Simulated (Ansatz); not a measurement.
# What BiN (model cell, started as zinc blende) distorts into, part 2 of 3

Wanted: the energy along a soft mode of BiN (model cell, started as zinc blende) and the structure at the end.

Ansatz 0.2.0; DFT PBEsol, scalar-relativistic, plane waves, PAW.

So far, highest frequency on the path or at a solved wavevector (cm⁻¹): step 2 (the dispersion) 310. Also lowest frequency on the path (cm⁻¹): step 2 -107.

The structure was built from a prototype and need not be the compound's stable phase.

## (4) The mode frozen in, largest atomic shift 0.22 Å

The atoms are moved along the unstable eigenvector, the largest shift by 0.22 Å, with the cell fixed.

input.yaml reads:

```yaml
crystal:
  lattice:
    - [0.0, -2.7401716009, -2.7401716009]
    - [0.0, 2.7401716009, -2.7401716009]
    - [5.4803432018, 0.0, 0.0]
  atoms:
    - { symbol: Bi, position: [0.493427475, 0.5, 0.5] }
    - { symbol: Bi, position: [0.006572525, 0.0, 0.0] }
    - { symbol: "N", position: [-0.0567714415, 0.5, 0.75] }
    - { symbol: "N", position: [0.5567714415, 0.0, 0.25] }
kpoints:
  mp_grid: { grid: [12, 12, 8] }
hamiltonian:
  xc: pbesol
scf:
  occupations: { method: methfessel_paxton, width: 0.2 }
output:
  forces: true
  stress: true
  eigenvalues: true
```

On the command line:

```console
$ ansatz run input.yaml --threads 4 --pin off --max-ram 7168MiB --backend cpu --events-out ev --progress --plain --runs-dir out
```

Numbers of over 12 decimals in the logs are rounded to 6 here.

Output:

```text
[...]
Crystal: 4 atoms, lattice volume = 82.299 Å³
Basis set: ecut = 420 eV, 1611 PW (Γ), exchange–correlation on 54×54×80 points (8 copies of the dense FFT grid, shifted against one another)
Bands: 24, of which v1, the nominal top of the filled ones, is band 20 counted from 1 (19 counted from 0)
Symmetry: 4 space group operations
[...]
k-points: 245 of 1152 (time reversal used)
[...]
--- Band table (eV; the first three rows and the last of 245) ---
  k-point 0: bands = [... 16 lower, 7.8083, 7.9135, 7.9581, 9.1279, 9.4689, 12.6685, 12.9280, 13.2306]
  k-point 1: bands = [... 16 lower, 7.7003, 7.7946, 8.0682, 9.1442, 9.5141, 12.3469, 13.0496, 13.3563]
  k-point 2: bands = [... 16 lower, 7.4139, 7.4839, 8.3448, 9.1613, 9.6703, 11.6774, 13.3720, 13.6839]
  k-point 244: bands = [... 16 lower, 5.2739, 5.2739, 10.0440, 10.0440, 12.1562, 12.1562, 12.3591, 12.3591]
[key lines of the parts left out:]
SCF converged after 7 iterations
Free energy (F): -25237.778363 eV
Fermi energy:    9.822974 eV
P = ⅓ Tr σ = -0.0174 GPa (-0.174 kbar)
```

It took 12 s on 4 threads of Arm Neoverse V1, shared host; peak memory 0.62 GiB.

This step gave:

| Quantity | Value |
| --- | --- |
| pressure | -0.01735 GPa |
| energy from the undistorted cell | -2.817 meV/atom |

The energy, extrapolated to zero smearing, is -2.82 meV/atom against the undistorted cell.

The run ends at a pressure of -0.02 GPa, with forces up to 0.40 eV/Å.

## (5) Energy along the mode, all amplitudes (two of the runs are shown above)

An imaginary frequency means negative curvature, so the energy should fall and then rise again as anharmonic terms take over.

Numbers from this step:

| Property | Result |
| --- | --- |
| depth at the lowest point sampled | 2.817 meV/atom |
| largest atomic shift at that point | 0.22 Å |

Energy from the parent against largest atomic shift:

```csv
largest atomic shift (Å),energy from the parent (meV/atom)
0.000,0
0.040,-0.123
0.080,-0.55
0.140,-1.59
0.220,-2.82
0.320,-0.793
0.450,25.9
```

Displacement at unit largest shift by atom:

```csv
atom,x (Å),y (Å),z (Å),size
Bi1,0.000,0.082,0.082,0.116
Bi2,0.000,-0.082,-0.082,0.116
N3,0.000,0.707,0.707,1.000
N4,0.000,-0.707,-0.707,1.000
```

The lowest of the steps tried is at 0.22 Å, 2.82 meV/atom below the parent; the bottom of the well need not coincide with a step.

## (6) Relaxation from the frozen mode

Starting from the lowest point found, all atoms and the cell are let go, so that strain and other modes of the same symmetry can join in.

input.yaml: that of step 4 with these lines changed.

```diff
@@ -20 +20,6 @@
   eigenvalues: true
+relax:
+  adjacent_minimum: "off"
+  f_tol: 0.002
+  max_steps: 120
+  cell: { stress_tol: 0.03 }
```

Output:

```text
[...]
Crystal: 4 atoms, lattice volume = 82.299 Å³
Basis set: ecut = 420 eV, 1611 PW (Γ), exchange–correlation on 54×54×80 points (8 copies of the dense FFT grid, shifted against one another)
Bands: 24, of which v1, the nominal top of the filled ones, is band 20 counted from 1 (19 counted from 0)
Symmetry: 4 space group operations
[...]
k-points: 245 of 1152 (time reversal used)
[...]
SCF iter   1: F=—  HF=-25237.828990 eV  |F-HF|=—  |Δ(HF+E_count)|=         —  Δρ=1.60e-2  dr2=2.80e-1  ethr=1.77e-3  ⟨swp⟩=5.3  Hψ=25448  notcnv=0
[...]
SCF iter   7: F=-25237.778363 eV  HF=-25237.778363 eV  |F-HF|=1.06e-9  |Δ(HF+E_count)|=   2.26e-8  S|Δr|=    0.00e0  Δρ=2.60e-6  dr2=6.33e-9  ethr=2.50e-10  ⟨swp⟩=5.1  Hψ=23386  notcnv=0
SCF 1 converged in 7 iterations: F = -25237.778363 eV  dr2 = 6.33e-9
[...]
relax step   1: F+E_penalty+E_count = -25237.77836300 eV  Δ(F+E_penalty+E_count) = +0.000e0 eV  max|allowed force component| = 2.944e-1 eV/Å  Δτ_max = 0.0000 Å  P = -0.017 GPa  Ω = 82.299 Å³  (7 SCF iters, dr2 threshold 1.00e-7 eV, accepted)
Crystal: 4 atoms, lattice volume = 81.150 Å³
Basis set: ecut = 420 eV, 1587 PW (Γ), exchange–correlation on 54×54×80 points (8 copies of the dense FFT grid, shifted against one another)
[...]
SCF iter   6: F=-25237.821918 eV  HF=-25237.821918 eV  |F-HF|=8.05e-8  |Δ(HF+E_count)|=   1.33e-6  S|Δr|=    0.00e0  Δρ=1.84e-5  dr2=3.14e-7  ethr=1.00e-9  ⟨swp⟩=7.0  Hψ=29433  notcnv=0
SCF 2 converged in 6 iterations: F = -25237.821918 eV  dr2 = 3.14e-7
[...]
relax step   2: F+E_penalty+E_count = -25237.82191766 eV  Δ(F+E_penalty+E_count) = -4.355e-2 eV  max|allowed force component| = 2.372e-1 eV/Å  Δτ_max = 0.0972 Å  P = -0.933 GPa  Ω = 81.150 Å³  energy of the carried Pulay correction = +1.821e-3 eV  (6 SCF iters, dr2 threshold 4.00e-7 eV, accepted)
Crystal: 4 atoms, lattice volume = 80.632 Å³
Basis set: ecut = 420 eV, 1555 PW (Γ), exchange–correlation on 54×54×80 points (8 copies of the dense FFT grid, shifted against one another)
[...]
SCF iter   6: F=-25237.854683 eV  HF=-25237.854683 eV  |F-HF|=1.79e-8  |Δ(HF+E_count)|=   2.95e-7  S|Δr|=    0.00e0  Δρ=8.45e-6  dr2=6.73e-8  ethr=1.00e-9  ⟨swp⟩=6.0  Hψ=26732  notcnv=0
SCF 3 converged in 6 iterations: F = -25237.854683 eV  dr2 = 6.73e-8
relax step   3: F+E_penalty+E_count = -25237.85468286 eV  Δ(F+E_penalty+E_count) = -3.277e-2 eV  max|allowed force component| = 2.598e-1 eV/Å  Δτ_max = 0.0458 Å  P = -0.903 GPa  Ω = 80.632 Å³  energy of the carried Pulay correction = +2.648e-3 eV  (6 SCF iters, dr2 threshold 4.00e-7 eV, accepted)
[... from here on, the SCF cycles and remarks between the steps are left out ...]
relax step   4: F+E_penalty+E_count = -25237.89099468 eV  Δ(F+E_penalty+E_count) = -3.631e-2 eV  max|allowed force component| = 3.114e-1 eV/Å  Δτ_max = 0.0594 Å  P = -1.413 GPa  Ω = 80.296 Å³  energy of the carried Pulay correction = +3.190e-3 eV  (6 SCF iters, dr2 threshold 4.00e-7 eV, accepted)
relax step   5: F+E_penalty+E_count = -25237.93059674 eV  Δ(F+E_penalty+E_count) = -3.960e-2 eV  max|allowed force component| = 3.303e-1 eV/Å  Δτ_max = 0.0578 Å  P = -1.708 GPa  Ω = 79.827 Å³  energy of the carried Pulay correction = +3.947e-3 eV  (6 SCF iters, dr2 threshold 4.00e-7 eV, accepted)
relax step   6: F+E_penalty+E_count = -25238.09227874 eV  Δ(F+E_penalty+E_count) = -1.617e-1 eV  max|allowed force component| = 2.120e-1 eV/Å  Δτ_max = 0.1929 Å  P = +0.141 GPa  Ω = 77.208 Å³  energy of the carried Pulay correction = +8.264e-3 eV  (7 SCF iters, dr2 threshold 4.00e-7 eV, accepted)
relax step   7: F+E_penalty+E_count = -25238.24294488 eV  Δ(F+E_penalty+E_count) = -1.507e-1 eV  max|allowed force component| = 2.294e-1 eV/Å  Δτ_max = 0.1953 Å  P = -0.804 GPa  Ω = 76.867 Å³  energy of the carried Pulay correction = +8.837e-3 eV  (6 SCF iters, dr2 threshold 4.00e-7 eV, accepted)
relax step   8: F+E_penalty+E_count = -25238.39413400 eV  Δ(F+E_penalty+E_count) = -1.512e-1 eV  max|allowed force component| = 2.963e-1 eV/Å  Δτ_max = 0.1953 Å  P = +0.820 GPa  Ω = 76.227 Å³  energy of the carried Pulay correction = +9.918e-3 eV  (7 SCF iters, dr2 threshold 4.00e-7 eV, accepted)
relax step   9: F+E_penalty+E_count = -25238.55273828 eV  Δ(F+E_penalty+E_count) = -1.586e-1 eV  max|allowed force component| = 2.629e-1 eV/Å  Δτ_max = 0.2000 Å  P = +0.866 GPa  Ω = 76.771 Å³  energy of the carried Pulay correction = +9.000e-3 eV  (6 SCF iters, dr2 threshold 4.00e-7 eV, accepted)
relax step  10: F+E_penalty+E_count = -25238.63247235 eV  Δ(F+E_penalty+E_count) = -7.973e-2 eV  max|allowed force component| = 2.274e-1 eV/Å  Δτ_max = 0.1948 Å  P = -2.292 GPa  Ω = 76.968 Å³  energy of the carried Pulay correction = +8.667e-3 eV  (7 SCF iters, dr2 threshold 4.00e-7 eV, accepted)
relax step  11: F+E_penalty+E_count = -25238.46502799 eV  Δ(F+E_penalty+E_count) = +1.674e-1 eV  max|allowed force component| = 8.358e-1 eV/Å  Δτ_max = 0.1281 Å  P = +3.959 GPa  Ω = 77.939 Å³  energy of the carried Pulay correction = +7.045e-3 eV  (6 SCF iters, dr2 threshold 4.00e-7 eV, rejected (line search))
relax step  12: F+E_penalty+E_count = -25238.67191483 eV  Δ(F+E_penalty+E_count) = -3.944e-2 eV  max|allowed force component| = 7.214e-2 eV/Å  Δτ_max = 0.0193 Å  P = +0.220 GPa  Ω = 74.297 Å³  energy of the carried Pulay correction = +1.323e-2 eV  (9 SCF iters, accepted)
relax step  13: F+E_penalty+E_count = -25238.67936118 eV  Δ(F+E_penalty+E_count) = -7.446e-3 eV  max|allowed force component| = 5.825e-2 eV/Å  Δτ_max = 0.0342 Å  P = +0.038 GPa  Ω = 74.373 Å³  energy of the carried Pulay correction = +1.310e-2 eV  (5 SCF iters, dr2 threshold 4.00e-7 eV, accepted)
relax step  14: F+E_penalty+E_count = -25238.68361139 eV  Δ(F+E_penalty+E_count) = -4.250e-3 eV  max|allowed force component| = 4.541e-2 eV/Å  Δτ_max = 0.0173 Å  P = +0.099 GPa  Ω = 73.698 Å³  energy of the carried Pulay correction = +1.428e-2 eV  (5 SCF iters, dr2 threshold 2.12e-7 eV, accepted)
relax step  15: F+E_penalty+E_count = -25238.68406328 eV  Δ(F+E_penalty+E_count) = -4.519e-4 eV  max|allowed force component| = 2.218e-2 eV/Å  Δτ_max = 0.0160 Å  P = -0.032 GPa  Ω = 73.894 Å³  energy of the carried Pulay correction = +1.394e-2 eV  (5 SCF iters, dr2 threshold 2.11e-7 eV, accepted)
[...]
relax step  23: F+E_penalty+E_count = -25238.68795719 eV  Δ(F+E_penalty+E_count) = -6.021e-3 eV  max|allowed force component| = 4.630e-2 eV/Å  Δτ_max = 0.0587 Å  P = +0.285 GPa  Ω = 73.640 Å³  energy of the carried Pulay correction = +4.110e-4 eV  (5 SCF iters, dr2 threshold 1.38e-7 eV, accepted)
relax step  24: F+E_penalty+E_count = -25238.71387263 eV  Δ(F+E_penalty+E_count) = -2.592e-2 eV  max|allowed force component| = 1.809e-1 eV/Å  Δτ_max = 0.0821 Å  P = +1.291 GPa  Ω = 73.354 Å³  energy of the carried Pulay correction = +1.260e-3 eV  (6 SCF iters, dr2 threshold 4.00e-7 eV, accepted)
relax step  25: F+E_penalty+E_count = -25238.74430576 eV  Δ(F+E_penalty+E_count) = -3.043e-2 eV  max|allowed force component| = 2.897e-2 eV/Å  Δτ_max = 0.1039 Å  P = +0.778 GPa  Ω = 73.700 Å³  energy of the carried Pulay correction = +8.585e-4 eV  (6 SCF iters, dr2 threshold 4.00e-7 eV, accepted)
relax step  26: F+E_penalty+E_count = -25238.66918218 eV  Δ(F+E_penalty+E_count) = +7.512e-2 eV  max|allowed force component| = 2.333e-1 eV/Å  Δτ_max = 0.0487 Å  P = -4.283 GPa  Ω = 76.323 Å³  energy of the carried Pulay correction = -4.304e-3 eV  (6 SCF iters, dr2 threshold 4.00e-7 eV, rejected (line search))
relax step  27: F+E_penalty+E_count = -25238.74747129 eV  Δ(F+E_penalty+E_count) = -3.166e-3 eV  max|allowed force component| = 1.644e-2 eV/Å  Δτ_max = 0.0198 Å  P = +0.095 GPa  Ω = 74.155 Å³  energy of the carried Pulay correction = -8.098e-5 eV  (10 SCF iters, accepted)
relax step  28: F+E_penalty+E_count = -25238.74727345 eV  Δ(F+E_penalty+E_count) = +1.978e-4 eV  max|allowed force component| = 8.878e-3 eV/Å  Δτ_max = 0.0009 Å  P = -0.053 GPa  Ω = 74.281 Å³  energy of the carried Pulay correction = -3.177e-4 eV  (4 SCF iters, dr2 threshold 7.14e-8 eV, accepted)
relax step  29: F+E_penalty+E_count = -25238.74739999 eV  Δ(F+E_penalty+E_count) = -1.265e-4 eV  max|allowed force component| = 2.439e-4 eV/Å  Δτ_max = 0.0014 Å  P = +0.002 GPa  Ω = 74.230 Å³  energy of the carried Pulay correction = -2.187e-4 eV  (4 SCF iters, dr2 threshold 2.03e-8 eV, accepted)
relax step  30: F+E_penalty+E_count = -25238.77618709 eV  Δ(F+E_penalty+E_count) = -2.879e-2 eV  max|allowed force component| = 2.422e-3 eV/Å  Δτ_max = 0.0000 Å  P = +0.409 GPa  Ω = 74.230 Å³  stress off target by 1.15e0 GPa  SCF on the basis re-selected at this cell (its energy is not comparable with the rows above)  (7 SCF iters)
relax step  31: F+E_penalty+E_count = -25238.78296247 eV  Δ(F+E_penalty+E_count) = -6.775e-3 eV  max|allowed force component| = 2.713e-2 eV/Å  Δτ_max = 0.0091 Å  P = +0.261 GPa  Ω = 75.177 Å³  energy of the carried Pulay correction = -1.838e-3 eV  (5 SCF iters, dr2 threshold 4.00e-7 eV, accepted)
relax step  32: F+E_penalty+E_count = -25238.78361400 eV  Δ(F+E_penalty+E_count) = -6.515e-4 eV  max|allowed force component| = 6.497e-2 eV/Å  Δτ_max = 0.0214 Å  P = +0.412 GPa  Ω = 76.690 Å³  energy of the carried Pulay correction = -5.093e-3 eV  (5 SCF iters, dr2 threshold 4.00e-7 eV, accepted)
relax step  33: F+E_penalty+E_count = -25238.78361201 eV  Δ(F+E_penalty+E_count) = +1.995e-6 eV  max|allowed force component| = 5.754e-3 eV/Å  Δτ_max = 0.0024 Å  P = -0.027 GPa  Ω = 76.943 Å³  energy of the carried Pulay correction = -5.672e-3 eV  (4 SCF iters, dr2 threshold 4.00e-7 eV, accepted)
relax step  34: F+E_penalty+E_count = -25238.78361233 eV  Δ(F+E_penalty+E_count) = -3.236e-7 eV  max|allowed force component| = 1.164e-3 eV/Å  Δτ_max = 0.0004 Å  P = -0.000 GPa  Ω = 76.946 Å³  energy of the carried Pulay correction = -5.680e-3 eV  (4 SCF iters, dr2 threshold 8.63e-9 eV, accepted)
relax step  35: F+E_penalty+E_count = -25238.79145872 eV  Δ(F+E_penalty+E_count) = -7.846e-3 eV  max|allowed force component| = 3.757e-4 eV/Å  Δτ_max = 0.0000 Å  P = +0.037 GPa  Ω = 76.946 Å³  stress off target by 2.07e-1 GPa  SCF on the basis re-selected at this cell (its energy is not comparable with the rows above)  (7 SCF iters)
relax step  36: F+E_penalty+E_count = -25238.79129325 eV  Δ(F+E_penalty+E_count) = +1.655e-4 eV  max|allowed force component| = 8.722e-4 eV/Å  Δτ_max = 0.0039 Å  P = +0.041 GPa  Ω = 77.316 Å³  energy of the carried Pulay correction = -6.778e-4 eV  (5 SCF iters, dr2 threshold 1.07e-7 eV, accepted)
relax step  37: F+E_penalty+E_count = -25238.79095335 eV  Δ(F+E_penalty+E_count) = +3.399e-4 eV  max|allowed force component| = 9.842e-4 eV/Å  Δτ_max = 0.0022 Å  P = -0.002 GPa  Ω = 77.537 Å³  energy of the carried Pulay correction = -1.091e-3 eV  (5 SCF iters, dr2 threshold 1.49e-8 eV, accepted)
relax step  38: F+E_penalty+E_count = -25238.79210537 eV  Δ(F+E_penalty+E_count) = -1.152e-3 eV  max|allowed force component| = 1.028e-3 eV/Å  Δτ_max = 0.0000 Å  P = +0.001 GPa  Ω = 77.537 Å³  stress off target by 3.79e-2 GPa  SCF on the basis re-selected at this cell (its energy is not comparable with the rows above)  (5 SCF iters)
relax step  39: F+E_penalty+E_count = -25238.79190676 eV  Δ(F+E_penalty+E_count) = +1.986e-4 eV  max|allowed force component| = 3.073e-4 eV/Å  Δτ_max = 0.0013 Å  P = +0.004 GPa  Ω = 77.662 Å³  energy of the carried Pulay correction = -2.246e-4 eV  (5 SCF iters, dr2 threshold 3.59e-9 eV, accepted)
[...]
SCF iter   5: F=-25238.792142 eV  HF=-25238.792142 eV  |F-HF|=3.64e-12  |Δ(HF+E_count)|=  7.64e-11  S|Δr|=    0.00e0  Δρ=8.92e-8  dr2=1.02e-11  ethr=1.00e-12  ⟨swp⟩=5.3  Hψ=30323  notcnv=0
SCF 40 converged in 5 iterations: F = -25238.792142 eV  dr2 = 1.02e-11
relax step  40: F+E_penalty+E_count = -25238.79214235 eV  Δ(F+E_penalty+E_count) = -2.356e-4 eV  max|allowed force component| = 2.753e-4 eV/Å  Δτ_max = 0.0000 Å  P = +0.005 GPa  Ω = 77.662 Å³  stress off target by 8.82e-3 GPa  SCF on the basis re-selected at this cell (its energy is not comparable with the rows above)  (5 SCF iters)
[...]
SCF converged after 5 iterations
[...]
Free energy (F): -25238.792142 eV
[...]
Internal energy: -25238.798106 eV  (E = F + TS)
E sigma→0 (E₀):  -25238.793633 eV
Entropy (-TS):   0.005964 eV (1.491 meV/atom)
Fermi energy:    10.213980 eV
Step filling:    the computed levels leave a gap of 0.1310 eV = 0.7 smearing widths at the electron count; against every level under it full and every level over it empty, smearing changes F+E_penalty+E_count by +2.392 meV and its σ→0 estimate by +0.901 meV
[...]
--- Forces (eV/Å), atoms counted from 1 ---
  atom   1  Bi    -0.00002340     0.00027526     0.00027526
  atom   2  Bi    -0.00002340    -0.00027526    -0.00027526
  atom   3  N      0.00002341     0.00010826     0.00010826
  atom   4  N      0.00002341    -0.00010826    -0.00010826
  max |Σ_I F_I| component: 1.81e-9 eV/Å
--- Stress (GPa, compression-positive) ---
        0.000555       0.000000       0.000000
        0.000000       0.006911       0.001913
        0.000000       0.001913       0.006911
  P = ⅓ Tr σ = 0.0048 GPa (0.048 kbar)
--- Band table (eV; the first three rows and the last of 245) ---
  k-point 0: bands = [... 16 lower, 8.4939, 8.8960, 9.0879, 9.7704, 12.4733, 13.1254, 14.4644, 14.6919]
  k-point 1: bands = [... 16 lower, 7.7310, 8.9571, 9.5184, 9.7262, 12.5761, 12.7121, 14.5543, 15.0855]
  k-point 2: bands = [... 16 lower, 7.1627, 8.5947, 9.3738, 9.5482, 12.2810, 13.5934, 14.2913, 15.7032]
  k-point 244: bands = [... 16 lower, 6.7942, 6.7942, 10.1253, 10.1253, 13.6847, 13.6847, 14.2116, 14.2116]
--- Relaxed structure (35 steps of the walk, 32 accepted, 5 SCFs on fresh bases) ---
  F+E_penalty+E_count = -25238.79214235 eV   max|allowed force component| = 2.753e-4 eV/Å   (the final SCF, on the basis selected at the relaxed cell)
  cell:  # Å, volume = 77.6623 Å³
    - [0, -3.439000, -3.439000]
    - [0, 2.562043, -2.562043]
    - [4.407189, 0, 0]
  atoms:
    - { symbol: Bi, position: [0.528349, 0.500000, 0.375001] }
    - { symbol: Bi, position: [-0.028349, 0.0, -0.124999] }
    - { symbol: N, position: [-0.296852, 0.5, 0.874999] }
    - { symbol: N, position: [0.796852, 0.0, 0.374999] }
```

Run time: 8.4 min. Hardware: 4 threads; peak memory 0.78 GiB.

Relaxation path (22 of 40):

```
step  energy less that of the first step (eV)  largest force component (eV/Å)  pressure (GPa)  volume (Å³)
   1                                   0.0000                          0.2944           -0.02        82.30
   3                                  -0.0763                          0.2598           -0.90        80.63
   5                                  -0.1522                          0.3303           -1.71        79.83
   7                                  -0.4646                          0.2294           -0.80        76.87
   8                                  -0.6158                          0.2963            0.82        76.23
  10                                  -0.8541                          0.2274           -2.29        76.97
  12                                  -0.8936                          0.0721            0.22        74.30
  14                                  -0.9052                          0.0454            0.10        73.70
  16                                  -0.9062                          0.0008           -0.01        73.71
  18                                  -0.9063                          0.0007           -0.01        73.71
  20                                  -0.9063                          0.0002            0.00        73.71
 21*                                  -0.9020                          0.0006           -0.07        73.71
  23                                  -0.9096                          0.0463            0.28        73.64
  25                                  -0.9659                          0.0290            0.78        73.70
  27                                  -0.9691                          0.0164            0.10        74.16
  29                                  -0.9690                          0.0002            0.00        74.23
  31                                  -1.0046                          0.0271            0.26        75.18
  33                                  -1.0052                          0.0058           -0.03        76.94
  34                                  -1.0052                          0.0012            0.00        76.95
  36                                  -1.0129                          0.0009            0.04        77.32
 38*                                  -1.0137                          0.0010            0.00        77.54
 40*                                  -1.0138                          0.0003            0.00        77.66
```

Relaxation steps marked * repeat the geometry before them on a plane-wave basis chosen anew for their cell, so energy and pressure can jump there. Other such steps can lie between the rows shown. Relaxation steps 11, 19, 26 were tried and not accepted.

Forces are held to the 4 operations that the run works with; a distortion that breaks them can't arise in this run.

| cell as run | before | after | change |
| --- | --- | --- | --- |
| a (Å) | 3.875 | 4.863 | +25.5 % |
| b (Å) | 3.875 | 3.623 | -6.5 % |
| c (Å) | 5.480 | 4.407 | -19.6 % |
| volume (Å³/atom) | 20.57 | 19.42 | -5.6 % |

The atoms that moved most (Å, as changes of fractional coordinates times the final cell):

| atom | dx | dy | dz | length |
| --- | --- | --- | --- | --- |
| N3 | 0.551 | 0.826 | 0.826 | 1.291 |
| N4 | 0.551 | -0.826 | -0.826 | 1.291 |
| Bi2 | -0.551 | 0.120 | 0.120 | 0.576 |
| Bi1 | -0.551 | -0.120 | -0.120 | 0.576 |

The relaxed structure:

```xyz
4
Lattice="0.0000 -3.4390 -3.4390 0.0000 2.5620 -2.5620 4.4072 0.0000 0.0000" Properties=species:S:1:pos:R:3 pbc="T T T"
Bi    1.6527   -0.5360   -3.0980
Bi   -0.5509    0.0975    0.0975
N     3.8563    2.3019   -0.2601
N     1.6527   -2.7404   -2.7404
```

Numbers from this step:

| Item | Value |
| --- | --- |
| pressure | 0.004792 GPa |
| volume per atom | 19.42 Å³ |
| gap on the k-mesh | 0.1310 eV |

The distorted start has space group Pmn2_1; the relaxation ends in Pmmn.

(Part 2 of 3 ends here.)

[Logs are printed without paths, hosts, clocks, repeated set-up lines and the standing remarks that a program may print on its own settings, such as how far it seeks lower states.]

[Hosts, paths, dates, database ids (printed as entryN), source tags and the programs' standing remarks are cut or masked in the printed files.]
